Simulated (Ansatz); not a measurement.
## Tc of BeAu (P2_13) from its phonons

What Tc do the phonons of BeAu (P2_13) give, and how does it depend on μ*? The cell shown first is a relaxed one, from steps not shown here.

Method: DFT PBEsol, scalar-relativistic, plane waves, PAW, in Ansatz 0.2.0.

**Measured values to reproduce.**

“Type-I superconductivity in noncentrosymmetric superconductor AuBe” (2019, arxiv:1901.06492) reports for AuBe, by four-probe resistivity (arc-melted annealed polycrystal, RRR about 83): superconducting transition temperature (midpoint of resistive transition, zero field) 3.2 ± 0.1 K.

Most raw output is cut from this account.

## 1. The cell after earlier relaxation steps

It takes space group P2_13 (No. 198, cubic). Conventional cell: a = 4.660 Å, b = 4.660 Å, c = 4.660 Å, α = 90.00°, β = 90.00°, γ = 90.00°. Nearest to Be lie 7 Au at 2.49 to 2.50 Å. Nearest to Au lie 7 Be at 2.49 to 2.50 Å. Farther neighbours are not listed.

## 2. Resistivity: q 2×2×2, k 6×6×6, scattering 8×8×8

The run that gives the couplings also evaluates McMillan's and Allen and Dynes's formulas and, where asked, the Eliashberg equations, over a range of μ*.

File input.yaml:

```yaml
crystal:
  lattice:
    - [4.6604461084, 0.0, 0.0]
    - [0.0, 4.6604461084, 0.0]
    - [0.0, 0.0, 4.6604461084]
  atoms:
    - { symbol: Be, position: [0.8459759065, 0.8459759065, 0.8459759065] }
    - { symbol: Be, position: [0.6540240935, 0.1540240935, 0.3459759065] }
    - { symbol: Be, position: [0.3459759065, 0.6540240935, 0.1540240935] }
    - { symbol: Be, position: [0.1540240935, 0.3459759065, 0.6540240935] }
    - { symbol: Au, position: [0.1541500561, 0.1541500561, 0.1541500561] }
    - { symbol: Au, position: [0.3458499439, 0.8458499439, 0.6541500561] }
    - { symbol: Au, position: [0.6541500561, 0.3458499439, 0.8458499439] }
    - { symbol: Au, position: [0.8458499439, 0.6541500561, 0.3458499439] }
kpoints:
  mp_grid: { grid: [6, 6, 6] }
hamiltonian:
  xc: pbesol
scf:
  occupations: { method: methfessel_paxton, width: 0.2 }
output:
  eigenvalues: true
phonons:
  method: dfpt
  qmesh: [2, 2, 2]
  temperatures: { t_max: 1000, t_step: 50 }
  qpath:
    path:
      - [[0.0, 0.0, 0.0], [0.0, 0.5, 0.0], [0.5, 0.5, 0.0], [0.0, 0.0, 0.0], [0.5, 0.5, 0.5], [0.0, 0.5, 0.0]]
      - [[0.5, 0.5, 0.5], [0.5, 0.5, 0.0], [0.5, 0.0, 0.0]]
    npoints: 6
  electrical_resistivity:
    mesh: [8, 8, 8]
    temperatures: [20.0, 50.0, 80.0, 100.0, 150.0, 200.0, 273.0, 300.0, 400.0, 500.0, 600.0, 800.0]
  superconductivity: { mesh: [8, 8, 8] }
```

On the command line:

```sh
$ ansatz run input.yaml --threads 16 --pin off --max-ram 61440MiB --backend cuda --events-out ev --progress --plain --runs-dir out
```

The job ended after 47 s (1 × NVIDIA GB200 with 16 threads of Arm Neoverse V2, shared host; peak memory 6.7 GiB; 4.7 min of CPU time).

Numbers from this step:

| Quantity | Value |
| --- | --- |
| volume per atom | 12.65 Å³/atom |
| metallic on mesh | yes |
| gap on the k-mesh | 0 eV |
| zero-point energy | 0.3302 eV/cell |
| share of imaginary modes in the plain interpolation between solved wavevectors | 0 |
| highest frequency, solved or plainly interpolated | 450.1 cm⁻¹ |
| Debye temperature (second moment) | 482 K |
| resistivity at 300 K | 20.07 μΩ cm |
| coupling constant λ | 0.4505 |
| density of states at the Fermi level | 0.9038 states/eV a spin and cell |
| log mean phonon energy ħω_log | 20.94 meV |
| transport coupling constant λ_tr | 0.4246, 0.4246, 0.4246 (xx, yy, zz) |
| Drude plasma energy | 4.755, 4.755, 4.755 eV (xx, yy, zz) |
| resistivity times mean free path | 17.4, 17.4, 17.4 × 10⁻¹⁶ Ω m² (xx, yy, zz) |
| second-moment phonon energy ħω₂ | 31.23 meV |

An empty cell: under 1 mK by a formula, or no transition down to the floor of the Eliashberg search. Transition temperatures:

```csv
μ*,McMillan Tc (K),Allen–Dynes Tc (K),isotropic Fermi-surface Tc (K),isotropic full bandwidth Tc (K),anisotropic Fermi-surface Tc (K),anisotropic full bandwidth Tc (K),anisotropic narrow window Tc (K)
0.08,2.66,2.72,2.24,2.24,2.45,2.45,2.45
0.1,1.89,1.93,1.51,1.51,1.69,1.69,1.69
0.12,1.26,1.28,0.968,0.968,1.11,1.11,1.11
0.13,1,1.02,0.755,0.755,0.882,0.882,0.882
0.14,0.781,0.794,0.578,0.578,0.689,0.689,0.689
0.16,0.438,0.445,0.317,0.317,0.398,0.398,0.398
0.2,0.0872,0.0884,-,-,0.101,0.1,0.1
```

## 3. Coupling and resistivity: q 3×3×3, k 9×9×9, scattering 12×12×12

The next rung changes the q mesh, which sets the reach of the force constants and couplings; the k mesh of the density and its response; the scattering mesh, which samples the Fermi surface.

Changes to input.yaml since step 2:

```diff
@@ -15,3 +15,3 @@
 kpoints:
-  mp_grid: { grid: [6, 6, 6] }
+  mp_grid: { grid: [9, 9, 9] }
 hamiltonian:
@@ -24,3 +24,3 @@
   method: dfpt
-  qmesh: [2, 2, 2]
+  qmesh: [3, 3, 3]
   temperatures: { t_max: 1000, t_step: 50 }
@@ -32,4 +32,4 @@
   electrical_resistivity:
-    mesh: [8, 8, 8]
+    mesh: [12, 12, 12]
     temperatures: [20.0, 50.0, 80.0, 100.0, 150.0, 200.0, 273.0, 300.0, 400.0, 500.0, 600.0, 800.0]
-  superconductivity: { mesh: [8, 8, 8] }
+  superconductivity: { mesh: [12, 12, 12] }
```

It took 1.9 min on 1 × NVIDIA GB200 with 16 threads; peak memory 9.3 GiB; 11 min of CPU time.

Numbers from this step:

```
zero-point energy                                 : 0.3301 eV/cell
highest frequency, solved or plainly interpolated : 446.6 cm⁻¹
Debye temperature (second moment)                 : 481 K
resistivity at 300 K                              : 21.63 μΩ cm
coupling constant λ                               : 0.6821
density of states at the Fermi level              : 1.319 states/eV a spin and cell
log mean phonon energy ħω_log                     : 21.81 meV
transport coupling constant λ_tr                  : 0.645, 0.645, 0.645 (xx, yy, zz)
Drude plasma energy                               : 5.453, 5.453, 5.453 eV (xx, yy, zz)
resistivity times mean free path                  : 12.44, 12.44, 12.44 × 10⁻¹⁶ Ω m² (xx, yy, zz)
second-moment phonon energy ħω₂                   : 31.93 meV
```

Transition temperatures:

```csv
μ*,McMillan Tc (K),Allen–Dynes Tc (K),isotropic Fermi-surface Tc (K),isotropic full bandwidth Tc (K),anisotropic Fermi-surface Tc (K),anisotropic full bandwidth Tc (K),anisotropic narrow window Tc (K)
0.08,9.71,10.1,9.06,8.92,9.49,9.25,9.21
0.1,8.26,8.59,7.39,7.31,7.8,7.65,7.61
0.12,6.89,7.15,5.92,5.86,6.3,6.21,6.18
0.13,6.25,6.47,5.26,5.21,5.63,5.55,5.53
0.14,5.63,5.82,4.64,4.59,5,4.93,4.92
0.16,4.49,4.63,3.56,3.49,3.88,3.81,3.82
0.2,2.59,2.66,1.91,1.81,2.17,2.07,2.11
```

The Eliashberg function α²F has structure finer than the step of the table below, so its rows give means over 2 meV, whole bins alone (the curve runs from 0.217 to 55.2 meV). Peaks (meV: height): α²F 13.2: 0.264, 36.6: 1.68, 37.9: 1.70, 40.9: 0.938, 50.9: 0.614, 53.5: 1.36; α²F tr 8.9: 0.275, 17.1: 0.226, 37.0: 1.33, 37.9: 1.49, 40.9: 0.816, 50.9: 0.584, 53.5: 1.14.

Table of Eliashberg function α²F by phonon energy; means over each step:

```csv
phonon energy (meV),α²F,α²F tr
2,0.00296,0.00224
4,0.0107,0.0105
6,0.0332,0.0384
8,0.144,0.165
10,0.153,0.173
12,0.146,0.152
14,0.168,0.162
16,0.116,0.109
18,0.0433,0.0430
20,0,0
22,0,0
24,0,0
26,0,0
28,0,0
30,0,0
32,0,0
34,3.8e-4,1.7e-4
36,0.764,0.593
38,1.11,0.956
40,0.699,0.603
42,0.294,0.272
44,0,0
46,0,0
48,0,0
50,0.205,0.188
52,0.245,0.222
54,0.569,0.486
```

The Eliashberg function α²F has structure finer than the step of the table below, so its rows give means over 2 meV, whole bins alone (the curve runs from 0.217 to 55.2 meV). Peaks (meV: height): α²F 13.2: 0.264, 36.6: 1.68, 37.9: 1.70, 40.9: 0.938, 50.9: 0.614, 53.5: 1.36; Be 36.6: 1.63, 37.9: 1.65, 40.9: 0.909, 50.9: 0.606, 53.5: 1.34; Au 8.9: 0.247, 10.6: 0.205, 13.2: 0.254, 14.1: 0.179, 14.9: 0.181, 17.1: 0.230, 37.9: 0.0495.

Eliashberg function α²F against phonon energy; means over each step:

```csv
phonon energy (meV),α²F,Be,Au
2,0.00296,1.1e-4,0.00283
4,0.0107,4.2e-4,0.0103
6,0.0332,9.7e-4,0.0322
8,0.144,0.00223,0.142
10,0.153,0.00257,0.150
12,0.146,0.00425,0.142
14,0.168,0.00561,0.162
16,0.116,0.00332,0.112
18,0.0433,0.00119,0.0421
20,0,0,0
22,0,0,0
24,0,0,0
26,0,0,0
28,0,0,0
30,0,0,0
32,0,0,0
34,3.8e-4,3.6e-4,2.1e-5
36,0.764,0.742,0.0219
38,1.11,1.08,0.0311
40,0.699,0.678,0.0210
42,0.294,0.285,0.00870
44,0,0,0
46,0,0,0
48,0,0,0
50,0.205,0.202,0.00310
52,0.245,0.241,0.00398
54,0.569,0.563,0.00670
```

Anisotropic full-bandwidth solution, weighted at the Fermi level. Gaps:

```csv
mu*,T (K),mean gap (meV),5 % (meV),95 % (meV),mean Z
0.1,1.91,1.18,0.843,1.28,1.61
0.1,3.83,1.13,0.804,1.23,1.61
0.1,5.74,0.917,0.65,0.998,1.62
0.1,6.89,0.623,0.44,0.679,1.62
0.13,1.39,0.842,0.578,0.92,1.62
0.13,2.77,0.805,0.551,0.88,1.62
0.13,4.16,0.653,0.445,0.715,1.62
0.13,4.99,0.443,0.301,0.486,1.62
0.16,0.952,0.57,0.372,0.627,1.62
0.16,1.9,0.544,0.355,0.6,1.62
0.16,2.86,0.44,0.286,0.486,1.62
0.16,3.43,0.299,0.193,0.33,1.62
```

The dTc/da2F by phonon energy:

```csv
phonon energy (meV),dTc/da2F (K/meV)
2.5,4.53
5.0,4.79
7.5,4.33
10.0,3.86
12.5,3.46
15.0,3.11
17.5,2.83
20.0,2.59
22.5,2.38
25.0,2.20
27.5,2.04
30.0,1.90
32.5,1.78
35.0,1.67
37.5,1.58
40.0,1.49
42.5,1.41
45.0,1.34
47.5,1.27
50.0,1.20
52.5,1.15
55.0,1.09
```

Table of share of the Fermi-level states by lambda of a state:

```csv
lambda of a state,share of the Fermi-level states
0.416,1.0e-4
0.431,3.0e-4
0.446,0.0016
0.460,0.007
0.475,0
0.490,0.0129
0.505,0.0395
0.519,0.0146
0.534,0.0281
0.549,0.0365
0.564,0.0037
0.578,0.0041
0.593,0.003
0.608,5.0e-4
0.623,0.0044
0.637,0.0086
0.652,0.0149
0.667,0.03
0.681,0.0524
0.696,0.180
0.711,0.177
0.726,0.348
0.740,0.0131
0.755,0.02
```

## 4. What came out

- meshes: q 3×3×3, k 9×9×9, scattering 12×12×12
- coupling constant λ: 0.682
- log mean phonon energy ħω_log: 21.8 meV
- Allen–Dynes Tc at μ* = 0.1: 8.59 K
- Allen–Dynes Tc at μ* = 0.13: 6.47 K
- anisotropic Eliashberg Tc at μ* = 0.1: 7.65 K
- anisotropic Eliashberg Tc at μ* = 0.13: 5.55 K

In the last run (PBEsol, q 3×3×3, k 9×9×9, scattering 12×12×12), with λ = 0.68 and ħω_log = 21.8 meV, Tc at μ* = 0.13 is 6.2 K by McMillan's formula, 6.5 K by Allen and Dynes's and 5.5 K by the anisotropic Eliashberg equations. Allen and Dynes's formula meets the measured 3.2 K at μ* near 0.19. Raising μ* from 0.10 to 0.16 lowers the Allen–Dynes value from 8.6 to 4.6 K. The mean gap at a quarter of Tc gives 2Δ/k_B Tc = 3.52, against 3.53 in weak-coupling theory. The gap spreads from 0.58 to 0.92 meV over nine tenths of the Fermi surface. By the run's own test λ is not converged in the fine mesh: it moves by 38 % between the two finest. The run's transport test calls it not converged in the mesh; ρ(300 K) moves by 8 % in the component that moves most. λ of these runs moves by 38 to 38 % between their two finest meshes, and Tc by more, so small gaps between the runs or to the measured value rank nothing. Over the runs, λ takes the values 0.451 and 0.682, in the order shown. No spin–orbit coupling, which matters for Au. μ* is a typed number, phonons are harmonic, and spin fluctuations are left out; at μ* = 0.13 McMillan's formula turns 1 % in λ into about 3.0 % in Tc.

Comparison with the measured values:

| quantity | measured | Allen–Dynes, PBEsol, q 2×2×2, fine 8×8×8 | Eliashberg, PBEsol, q 2×2×2, fine 8×8×8 | Allen–Dynes, PBEsol, q 3×3×3, fine 12×12×12 | Eliashberg, PBEsol, q 3×3×3, fine 12×12×12 |
| --- | --- | --- | --- | --- | --- |
| superconducting transition temperature (μ* = 0.13) (kelvin) | 3.2 | 1.02 (-68.1 %) | 0.88 (-72.4 %) | 6.47 (+102.2 %) | 5.55 (+73.4 %) |

Measured values from arxiv:1901.06492 (2019).

How well it matches: For the superconducting transition temperature, of the levels listed nearest comes Allen–Dynes, PBEsol, q 2×2×2, fine 8×8×8 (-68.1 %, a clear miss) and farthest Allen–Dynes, PBEsol, q 3×3×3, fine 12×12×12 (+102.2 %, a clear miss). Limits of convergence are named above.

[Logs are printed without paths, hosts, clocks, repeated set-up lines and the standing remarks that a program may print on its own settings, such as how far it seeks lower states.]

[Hosts, paths, dates, database ids (printed as entryN), source tags and the programs' standing remarks are cut or masked in the printed files.]
